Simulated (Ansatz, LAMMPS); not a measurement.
# Convergence of a linear-scaling basis for ionic liquid MMIM+ formate at 450 K (200 atoms)

Wanted: errors and times of a linear-scaling basis for ionic liquid MMIM+ formate at 450 K (200 atoms). A setting counts as converged where the r.m.s. difference of forces stays under 1 % of the r.m.s. force.

Main program and level: Ansatz 0.2.0; Kohn-Sham DFT, PBE+D4, PAW (set soft_2), plane waves.

**1. Starting point**

The cell holds 200 atoms: 60 C, 20 N, 100 H and 20 O. Its edges and angles: a = 12.757 Å, b = 12.757 Å, c = 12.757 Å, α = 90.0°, β = 90.0°, γ = 90.0°. 10 MMIM+, 10 formate placed at random, at 1.14 g/cm³; overlaps pushed apart, then 10 ps at 700 K with MMFF94 bonds, angles, torsions, charges and radii (Halgren, J. Comput. Chem. 17, 490 (1996)) in harmonic and 12-6 forms; charges of ions scaled by 0.8. Snapshot after 30 ps at 450 K and fixed volume.

Before any run, some limits are plain. The network of contacts between molecules at the start is that of the classical potential that made the cell, and needn't be the one that DFT or experiment would give. The density was typed from a rule of thumb and may lie off the real one at this temperature. The Brillouin zone is sampled at Γ only, in a cell whose shortest periodic width is 13 Å.

**2. Making the structure**

A classical potential supplies the starting structure, since it reaches far longer times than DFT.

This step: classical MD, MMFF94 bonds, angles, torsions, charges and radii (Halgren, J. Comput. Chem. 17, 490 (1996)) in harmonic and 12-6 forms; charges of ions scaled by 0.8 (LAMMPS 22 Jul 2025 - Update 4).

The input, in.lmp:

```
# ionic liquid MMIM+ formate
units real
atom_style full
boundary p p p
bond_style harmonic
angle_style harmonic
dihedral_style opls
improper_style harmonic
special_bonds lj 0 0 0.5 coul 0 0 0.75
read_data data.lmp
neigh_modify delay 0 every 1 check yes one 4000
comm_modify cutoff 12.0
timestep 0.5
thermo_style custom step time temp pe press density
thermo_modify norm yes
# push overlapping molecules apart
pair_style soft 2.6
pair_coeff * * 0.0
variable a equal ramp(1,60)
fix ad all adapt 1 pair soft a * * v_a
velocity all create 700 571882 mom yes dist gaussian
fix lim all nve/limit 0.03
fix lan all langevin 700 700 50 571883 zero yes
thermo 1000
run 3000 post no
unfix ad
pair_style lj/cut/coul/long 9.0
pair_modify mix arithmetic tail yes
pair_coeff 1 1 0.0678 3.3680   # C
pair_coeff 2 2 0.0721 3.1460   # N
pair_coeff 3 3 0.0678 3.5860   # C
pair_coeff 4 4 0.0678 3.3270   # C
pair_coeff 5 5 0.0216 2.5400   # H
pair_coeff 6 6 0.0763 3.0960   # O
# [... 19 lines left out ...]
compute msd all msd com yes
thermo 7500
fix md all nvt temp 450 450 100
run 30000 post no
print "== T450: mean square displacement over the hold $(c_msd[4]:%.2f) A^2"
unfix md
uncompute msd
write_dump all custom T450.dump id type xs ys zs modify sort id
```

The run is started by

```bash
lmp -in in.lmp -log none -nocite
```

Log:

```text
LAMMPS (22 Jul 2025 - Update 4)
Reading data file ...
  orthogonal box = (0 0 0) to (12.75714 12.75714 12.75714)
  200 atoms
  orthogonal box = (0 0 0) to (12.75714 12.75714 12.75714)
  190 bonds
  300 angles
  200 dihedrals
  60 impropers
   Step          Time           Temp          PotEng         Press         Density
         0   0              700            0.40536247     6426.838       1.1369998
      1000   500            577.70185      1.8873657      29018.162      1.1369998
      2000   1000           597.48965      1.8460754      25434.894      1.1369998
      3000   1500           583.51756      1.7111139      28472.977      1.1369998
Loop time of 0.236995 s on 1 MPI rank(s) for 3000 steps with 200 atoms
PPPM initialization ...
  G vector (1/distance) = 0.30131176
  grid = 8 8 8
  estimated relative force accuracy = 2.9821215e-05
   Step          Time           Temp          PotEng         Press         Density
[... 14 lines left out ...]
      2000   1000           605.60239     -1.5943364      20073.536      1.1369998
Loop time of 0.884656 s on 1 MPI rank(s) for 2000 steps with 200 atoms
   Step          Time           Temp          PotEng         Press         Density
      2000   1000           605.60239     -1.5943364      20073.536      1.1369998
[... 5 lines left out ...]
Loop time of 5.04457 s on 1 MPI rank(s) for 10000 steps with 200 atoms
   Step          Time           Temp          PotEng         Press         Density
[... 4 lines left out ...]
Loop time of 2.45983 s on 1 MPI rank(s) for 5000 steps with 200 atoms
   Step          Time           Temp          PotEng         Press         Density
[... 2 lines left out ...]
     30000   29000          421.0581      -1.9882464      18194.098      1.1369998
     37500   36500          453.34962     -2.0645004      7776.9655      1.1369998
     45000   44000          459.07775     -2.0779247      1283.9603      1.1369998
     47000   46000          453.86909     -2.0779929      11635.389      1.1369998
Loop time of 14.3701 s on 1 MPI rank(s) for 30000 steps with 200 atoms
== T450: mean square displacement over the hold 9.72 A^2
```

Elapsed: 23 s, on 1 thread of AMD EPYC 9R45, shared host; peak memory 0.12 GiB.

The input also reads data.lmp (atoms, bonds and types; not printed here).

**3. Plane-wave single point**

The first run uses the default basis; a harder plane-wave run follows as the reference for the support functions.

The input, input.yaml:

```yaml
crystal:
  lattice:
    - [12.75714, 0.0, 0.0]
    - [0.0, 12.75714, 0.0]
    - [0.0, 0.0, 12.75714]
  atoms:
    - { symbol: C, position: [0.41339, 0.20399, 0.07556] }
    - { symbol: "N", position: [0.34352, 0.1475, 0.00594] }
    - { symbol: C, position: [0.36048, 0.1487, 0.89864] }
    - { symbol: C, position: [0.27985, 0.08757, 0.85921] }
    - { symbol: "N", position: [0.22282, 0.04834, 0.94237] }
    - { symbol: C, position: [0.13012, 0.98188, 0.94005] }
    - { symbol: C, position: [0.26912, 0.08115, 0.02889] }
    - { symbol: H, position: [0.44977, 0.27364, 0.03953] }
    - { symbol: H, position: [0.47014, 0.15323, 0.11194] }
    - { symbol: H, position: [0.36523, 0.23977, 0.13983] }
    - { symbol: H, position: [0.41812, 0.20467, 0.86846] }
    - { symbol: H, position: [0.24886, 0.06166, 0.78471] }
    - { symbol: H, position: [0.06105, 0.03149, 0.92778] }
    - { symbol: H, position: [0.13797, 0.92975, 0.87452] }
    - { symbol: H, position: [0.12607, 0.94369, 0.01867] }
    - { symbol: H, position: [0.24467, 0.06665, 0.1067] }
    - { symbol: C, position: [0.22381, 0.75629, 0.24596] }
    - { symbol: "N", position: [0.12462, 0.73126, 0.18277] }
    - { symbol: C, position: [0.03901, 0.79539, 0.1595] }
    - { symbol: C, position: [0.97516, 0.73309, 0.10502] }
    - { symbol: "N", position: [0.0143, 0.63211, 0.1036] }
    - { symbol: C, position: [0.95171, 0.53949, 0.06846] }
    - { symbol: C, position: [0.11208, 0.63323, 0.14083] }
    - { symbol: H, position: [0.25465, 0.83023, 0.22557] }
    - { symbol: H, position: [0.28244, 0.70052, 0.25148] }
    - { symbol: H, position: [0.19593, 0.7615, 0.32518] }
    - { symbol: H, position: [0.03028, 0.87581, 0.1876] }
    - { symbol: H, position: [0.90192, 0.7571, 0.06972] }
    - { symbol: H, position: [0.86895, 0.55582, 0.06816] }
    - { symbol: H, position: [0.9704, 0.52773, 0.98522] }
    - { symbol: H, position: [0.96188, 0.47404, 0.12106] }
    - { symbol: H, position: [0.15929, 0.56191, 0.14539] }
    [... 162 atom lines left out ...]
    - { symbol: O, position: [0.22284, 0.95475, 0.41331] }
    - { symbol: H, position: [0.31918, 0.04214, 0.3198] }
    - { symbol: O, position: [0.77815, 0.86694, 0.2513] }
    - { symbol: C, position: [0.75493, 0.93463, 0.32065] }
    - { symbol: O, position: [0.74494, 0.03238, 0.3143] }
    - { symbol: H, position: [0.7406, 0.90171, 0.39583] }
kpoints:
  mp_grid: { grid: [1, 1, 1] }
hamiltonian:
  xc: pbe
  dispersion: d4
scf:
  occupations: { method: gaussian, width: 0.025 }
output:
  forces: true
  stress: true
  populations: intrinsic
  dos:
    method: { smearing: { sigma: 0.08 } }
    de: 0.1
    projected: { site_lists: { C: [C], H: [H], "N": ["N"], O: [O] } }
  eigenvalues: true
  write_density: true
  write_potential: true
  volumetric_format: npy
```

The run is started by

```bash
ansatz run input.yaml --threads 8 --pin off --max-ram 15872MiB --backend cpu --events-out ev --progress --plain --runs-dir out
```

Log:

```text
Engine: ansatz 0.2.0, x86_64-unknown-linux-gnu
Pseudopotentials: kind: paw
Pseudopotential: C, paw, valence charge 4, recommended cutoff 420 eV (normal), C.paw.azcp
Pseudopotential: N, paw, valence charge 5, recommended cutoff 420 eV (normal), N.paw.azcp
Pseudopotential: H, paw, valence charge 1, recommended cutoff 420 eV (normal), H.paw.azcp
Pseudopotential: O, paw, valence charge 6, recommended cutoff 420 eV (normal), O.paw.azcp
[... 5 lines on functional and potentials left out ...]
Crystal: 200 atoms, lattice volume = 2076.156 Å³
Basis set: ecut = 420 eV, 40651 PW (Γ), exchange–correlation on 180×180×180 points (8 copies of the dense FFT grid, shifted against one another)
Bands: 480, of which v1, the nominal top of the filled ones, is band 280 counted from 1 (279 counted from 0)
Symmetry: 1 space group operations
Space group: P1 (ITA 1), of the structure as read, at distance tolerance 1.3e-4 Å
k-points: 1
[... 9 lines on functional and potentials left out ...]
Initial density: superposition of atomic densities (neutral atoms: chi_scale 0, normalization atom), corrected by the library's trained network
Initial wavefunctions: pseudopotential atomic-orbital guess
Functional: x = pbe(κ = 0.804, μ = 0.219515), c = pbe(β = 0.066725)
SCF iter   1: F=—  HF=-35670.036749 eV  |F-HF|=—  |Δ(HF+E_count)|=         —  Δρ=7.62e-3  dr2=1.69e0  ethr=1.77e-3  ⟨swp⟩=6.0  Hψ=2216  notcnv=0  defer=50
preconditioner: auto → Resta (q_TF=auto, 2.193 Å⁻¹)  ε∞=2.5  [insulator: Δε(μ)=2.846 eV  Ē_g=15.601 eV  σ=0.025 eV  W_gap=1.00  n_scr=364 (ndim 8)  ℏωp=18.9 eV  f_vac=0.207  D(μ)=0.00/eV (n_scr^D=0)  ε∞_Penn≈2.5]
SCF iter   2: F=—  HF=-35669.660654 eV  |F-HF|=—  |Δ(HF+E_count)|=   3.76e-1  Δρ=3.84e-3  dr2=3.03e-1  ethr=3.01e-4  ⟨swp⟩=2.0  Hψ=823  notcnv=0  defer=192
SCF iter   3: F=—  HF=-35669.620012 eV  |F-HF|=—  |Δ(HF+E_count)|=   4.06e-2  Δρ=1.70e-3  dr2=9.35e-2  ethr=5.41e-5  ⟨swp⟩=3.0  Hψ=565  notcnv=0  defer=192
SCF iter   4: F=—  HF=-35669.609402 eV  |F-HF|=—  |Δ(HF+E_count)|=   1.06e-2  Δρ=9.53e-4  dr2=2.06e-2  ethr=1.67e-5  ⟨swp⟩=3.0  Hψ=1113  notcnv=0  defer=194
SCF iter   5: F=—  HF=-35669.607409 eV  |F-HF|=—  |Δ(HF+E_count)|=   1.99e-3  Δρ=5.37e-4  dr2=5.83e-3  ethr=3.68e-6  ⟨swp⟩=3.0  Hψ=551  notcnv=0  defer=194
SCF iter   6: F=—  HF=-35669.606813 eV  |F-HF|=—  |Δ(HF+E_count)|=   5.96e-4  Δρ=1.51e-4  dr2=4.62e-4  ethr=1.04e-6  ⟨swp⟩=2.0  Hψ=550  notcnv=0  defer=194
SCF iter   7: F=—  HF=-35669.606979 eV  |F-HF|=—  |Δ(HF+E_count)|=   1.66e-4  Δρ=7.13e-5  dr2=1.08e-4  ethr=8.25e-8  ⟨swp⟩=2.0  Hψ=547  notcnv=0  defer=194
SCF iter   8: F=—  HF=-35669.606988 eV  |F-HF|=—  |Δ(HF+E_count)|=   9.33e-6  Δρ=2.48e-5  dr2=1.23e-5  ethr=1.93e-8  ⟨swp⟩=2.0  Hψ=560  notcnv=0  defer=194
SCF iter   9: F=—  HF=-35669.607221 eV  |F-HF|=—  |Δ(HF+E_count)|=   2.33e-4  Δρ=1.41e-5  dr2=3.72e-6  ethr=2.20e-9  ⟨swp⟩=2.0  Hψ=749  notcnv=0  defer=194
SCF iter  10: F=—  HF=-35669.607222 eV  |F-HF|=—  |Δ(HF+E_count)|=   7.26e-7  Δρ=3.73e-6  dr2=3.34e-7  ethr=6.65e-10  ⟨swp⟩=2.0  Hψ=552  notcnv=0  defer=194
SCF iter  11: F=-35669.607222 eV  HF=-35669.607222 eV  |F-HF|=4.41e-9  |Δ(HF+E_count)|=   2.50e-7  Δρ=1.90e-6  dr2=7.80e-8  ethr=1.79e-11  ⟨swp⟩=20.0  Hψ=4234  notcnv=0
SCF 1 converged in 11 iterations: F = -35669.607222 eV  dr2 = 7.80e-8
  greatest PAW one-centre occupation: 0.875 electrons in one spin orbital (limit 2), on the O atom at site 188 (counted from 0), in its partial waves of l = 0
WARN: The input density's exchange-correlation potential varies sharply where the density is thin. Do not read a vacuum level from v_tot or v_xc, or from such a field of the output density. On a cell that repeats whose density bears no net charge and no dipole along the vacuum's axis use v_es (v_loc + v_h of the components); [...]
SCF converged after 11 iterations
Free energy (F): -35669.607222 eV
Harris-Foulkes:  -35669.607222 eV  (|F-HF|=4.41e-9)
Internal energy: -35669.607222 eV  (E = F + TS)
E sigma→0 (E₀):  -35669.607222 eV
Fermi energy:    2.127517 eV
--- Per-component energies (eV) ---
  E_band       = -4442.314190
  E_kinetic    = 13000.739186
  E_local      = -41214.838604  (includes V_loc(G=0)·N_el)
  E_nonlocal   = 3699.375194
  E_hartree    = 14875.969161
  E_xc         = -6420.489858
  E_vxc        = -8082.945385  (∫ρ·V_xc dr)
  E_paw        = -11742.742100  (= ΣΔE_a)
  E_vpaw       = -1596.497983  (= ΣTr[D̂ρ^β])
  E_aug_tail   = -0.085313  (compensation charges beyond the density's cutoff)
  E_ewald      = -7856.849691
  E_disp       = -10.685198  (pairwise vdW)
  E_smearing   = -0.000000  (= −TS)
  E_closure    = 0.000000  (closes the sum)
  Σ components = -35669.607222   (vs F -35669.607222, Δ=0.00e0)
--- Forces (eV/Å), atoms counted from 1 ---
  atom   1  C     -1.20224184     1.22325601     1.40489994
  atom   2  N      2.48662265     0.91748763    -1.23934532
  atom   3  C     -1.18046687    -0.02121004    -0.18292168
  atom   4  C     -0.21278240    -0.23400138    -0.30499149
  atom   5  N      1.17056673     0.21876767    -0.17260566
  atom   6  C      0.08453412     0.52956489     0.83182934
  atom   7  C     -1.07310463     0.23598386     1.02751690
  atom   8  H      0.10916966    -0.64393907    -0.38052176
  atom   9  H      0.60564954    -0.27752319     0.04904203
  atom  10  H      0.25366375    -0.57681233    -0.43460276
  atom  11  H     -0.39193881    -0.56951180    -0.28138648
  atom  12  H      0.61795099     0.45680490    -0.46547203
  atom  13  H      0.00848660    -0.14839754    -0.03233915
  atom  14  H     -0.12629334    -0.54814869    -0.06960227
[...]
atom 199  O      0.01164691     0.11371414    -0.24013938
  atom 200  H     -0.25363614    -0.76353963     2.00335590
  max |Σ_I F_I| component: 8.58e-5 eV/Å
--- Stress (GPa, compression-positive) ---
        2.507264       0.457889      -0.539956
        0.457890       1.618604       0.500419
       -0.539955       0.500419       2.102333
  P = ⅓ Tr σ = 2.0761 GPa (20.761 kbar)
--- Band table (eV) ---
  k-point 0: bands = ["-22.3679", "-22.1777", "-21.9565", "-21.9285", [... 464 levels ...], "11.2631", "11.2879", "11.3184", "11.3674", "11.4106", "11.4280", "11.4498", "11.4960", "11.5415", "11.5716", "11.6005", "11.6196"]
--- intrinsic populations: 200 sites ---
  site symbol       q [e]
     0      C      4.4205
     1      N      4.9936
     2      C      4.1036
[...]
199      H      0.9464
  spilling = -0.000000 (of n_electrons = 560.000000)
```

Wall time 10 s (8 threads of AMD EPYC 9R45, shared host); peak memory 3.1 GiB; 74 s of CPU time.

In the SCF lines HF is the Harris–Foulkes energy and dr2 the Hartree energy of the density residual, in eV; the loop may stop once dr2 is under the threshold and the program's other checks hold. Hψ counts applications of the Hamiltonian.

The program notes that the exchange-correlation potential is rough where the density is thin.

The run gave:

```
free energy                                      : -35669.6072 eV
free energy per atom                             : -178.3480 eV/atom
SCF cycles                                       : 11
pressure                                         : 2.076 GPa
r.m.s. force component                           : 1.236 eV/Å
longest force                                    : 5.93 eV/Å
Fermi energy                                     : 2.128 eV
gap (highest filled to lowest empty level) : 2.341 eV
```

The r.m.s. force component of 1.2 eV/Å sets the scale for the differences below.

**4. Plane waves at 750 eV (750 eV)**

A harder cutoff gives the support functions a reference with less basis error.

input.yaml, the sections that differ from step 3:

```yaml
output:
  forces: true
  eigenvalues: true
basis:
  ecutwfc: "750 eV"
# crystal, kpoints, hamiltonian, scf: as in step 3
```

Log:

```text
[...]
Crystal: 200 atoms, lattice volume = 2076.156 Å³
Basis set: ecut = 750 eV, 97137 PW (Γ), exchange–correlation on 240×240×240 points (8 copies of the dense FFT grid, shifted against one another)
Bands: 480, of which v1, the nominal top of the filled ones, is band 280 counted from 1 (279 counted from 0)
Symmetry: 1 space group operations
[...]
k-points: 1
[...]
SCF iter   1: F=—  HF=-35670.767079 eV  |F-HF|=—  |Δ(HF+E_count)|=         —  Δρ=7.74e-3  dr2=1.70e0  ethr=1.77e-3  ⟨swp⟩=6.0  Hψ=2217  notcnv=0  defer=55
[...]
SCF iter   3: F=—  HF=-35670.340442 eV  |F-HF|=—  |Δ(HF+E_count)|=   4.24e-2  Δρ=1.72e-3  dr2=9.38e-2  ethr=5.44e-5  ⟨swp⟩=5.0  Hψ=568  notcnv=0  defer=37
automatic band count: iteration 3 solves 325 bands in place of 480: the levels show a gap, and the empty bands left out lie too high to hold charge; the band table lists the bands solved (type scf.n_extra_bands for more)
SCF iter   4: F=—  HF=-35670.329423 eV  |F-HF|=—  |Δ(HF+E_count)|=   1.10e-2  Δρ=9.31e-4  dr2=1.98e-2  ethr=1.68e-5  ⟨swp⟩=3.0  Hψ=935  notcnv=0  defer=39
SCF iter   5: F=—  HF=-35670.327449 eV  |F-HF|=—  |Δ(HF+E_count)|=   1.97e-3  Δρ=5.26e-4  dr2=5.54e-3  ethr=3.54e-6  ⟨swp⟩=3.0  Hψ=556  notcnv=0  defer=39
[...]
SCF iter  10: F=—  HF=-35670.327249 eV  |F-HF|=—  |Δ(HF+E_count)|=   7.51e-7  Δρ=3.84e-6  dr2=3.57e-7  ethr=6.31e-10  ⟨swp⟩=2.0  Hψ=552  notcnv=0  defer=39
SCF iter  11: F=-35670.327249 eV  HF=-35670.327249 eV  |F-HF|=5.54e-9  |Δ(HF+E_count)|=   2.33e-7  Δρ=1.80e-6  dr2=6.99e-8  ethr=1.79e-11  ⟨swp⟩=13.0  Hψ=1473  notcnv=0
SCF 1 converged in 11 iterations: F = -35670.327249 eV  dr2 = 6.99e-8
[...]
SCF converged after 11 iterations
Free energy (F): -35670.327249 eV
[...]
Internal energy: -35670.327249 eV  (E = F + TS)
E sigma→0 (E₀):  -35670.327249 eV
Fermi energy:    2.126675 eV
[...]
Σ components = -35670.327249   (vs F -35670.327249, Δ=0.00e0)
--- Forces (eV/Å), atoms counted from 1 ---
  atom   1  C     -1.19716128     1.22787346     1.41085997
  atom   2  N      2.48294888     0.91358917    -1.24045566
  atom   3  C     -1.17582424    -0.01622099    -0.18588206
  atom   4  C     -0.21531578    -0.23660801    -0.31074334
[...]
atom 200  H     -0.25145728    -0.75889712     1.99279550
  max |Σ_I F_I| component: 8.44e-5 eV/Å
--- Band table (eV) ---
[...]
```

Run time: 11 s. Hardware: 8 threads; peak memory 6.3 GiB.

Forces differ from the reference by 4.6 meV/Å r.m.s., 0.37 % of their size, within a tolerance of 1 %; the energy by -3.6 meV/atom.

(Part 1 of 3 ends here.)

[Long decimals in the printed logs are rounded to 6 places.]

[Logs are printed without paths, hosts, clocks, repeated set-up lines and the standing remarks that a program may print on its own settings, such as how far it seeks lower states.]

[Hosts, paths, dates, database ids (printed as entryN), source tags and the programs' standing remarks are cut or masked in the printed files.]

[The MMFF94 radii named for the starting cell were scaled by 0.96; in molecules described by MMFF94, hydrogen bound to N, O or S took a small fixed 12-6 site in their place.]
